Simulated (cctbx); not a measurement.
# CoIrPb: precision against data quality

Space group Pnma (no. 62), a = 6.5940 Å, b = 4.1290 Å, c = 7.5060 Å, α = 90.00°, β = 90.00°, γ = 90.00°.

```
atom  mult.       x    y       z  Ueq (Å²)
 Pb1      4  0.7179  3/4  0.1010    0.0051
 Ir1      4  0.5025  3/4  0.7074    0.0043
 Co1      4  0.3423  3/4  0.0721    0.0066
```

The model was made for the exercise: a known structure type with other elements put in, its volume estimated, not relaxed; displacement parameters are assumed.

Five simulated data sets (cctbx; Ag Kα, λ = 0.56087 Å; 4 % proportional error) differ in resolution or exposure (noise floor 2 counts in the first three, 8 in the last two). Each is refined with the right model, isotropic at 1.1 Å and anisotropic otherwise. How do the figures of merit and the uncertainties move?

```
d min (Å)  top counts  ⟨I/σ⟩ (unmerged, absences included)  unique  param. (scale apart)   Rint      R1  GooF  largest s.u. xyz (fractional)  s.u. U of Co1 (Å²)  largest error (Å)
      1.1       20000                                 14.3      92                     9  0.030  0.0088  0.85                        0.00025              0.0005             0.0028
     0.84       20000                                 14.4     205                    18  0.034  0.0095  0.90                        0.00016              0.0005             0.0009
      0.6       20000                                 12.6     547                    18  0.036  0.0101  0.92                        0.00009              0.0002             0.0004
     0.75         300                                  1.4     291                    18  0.367  0.0756  0.96                        0.00215              0.0064             0.0194
     0.75        3000                                  6.4     291                    18  0.073  0.0242  0.96                        0.00038              0.0011             0.0030
```

The number of reflections grows roughly as 1/d³: 92, 205 and 547 here. R1 follows the noise rather than the truth: at 300 counts it is 0.0756, at 3000 counts 0.0242, while GooF is 0.96 and 0.96: the weights 1/σ² carry the noise. The s.u. of U (U11 where anisotropic) for Co1 goes 0.0005, 0.0005, 0.0002 Å² with resolution and 0.0064, 0.0011 Å² with exposure.

Hardware for the 0.6 Å refinement: 0.37 s on 1 thread of Arm Neoverse V2, on a shared host, peak memory 0.09 GiB.

[Logs are printed without paths, hosts, clocks, repeated set-up lines and the standing remarks that a program may print on its own settings, such as how far it seeks lower states.]
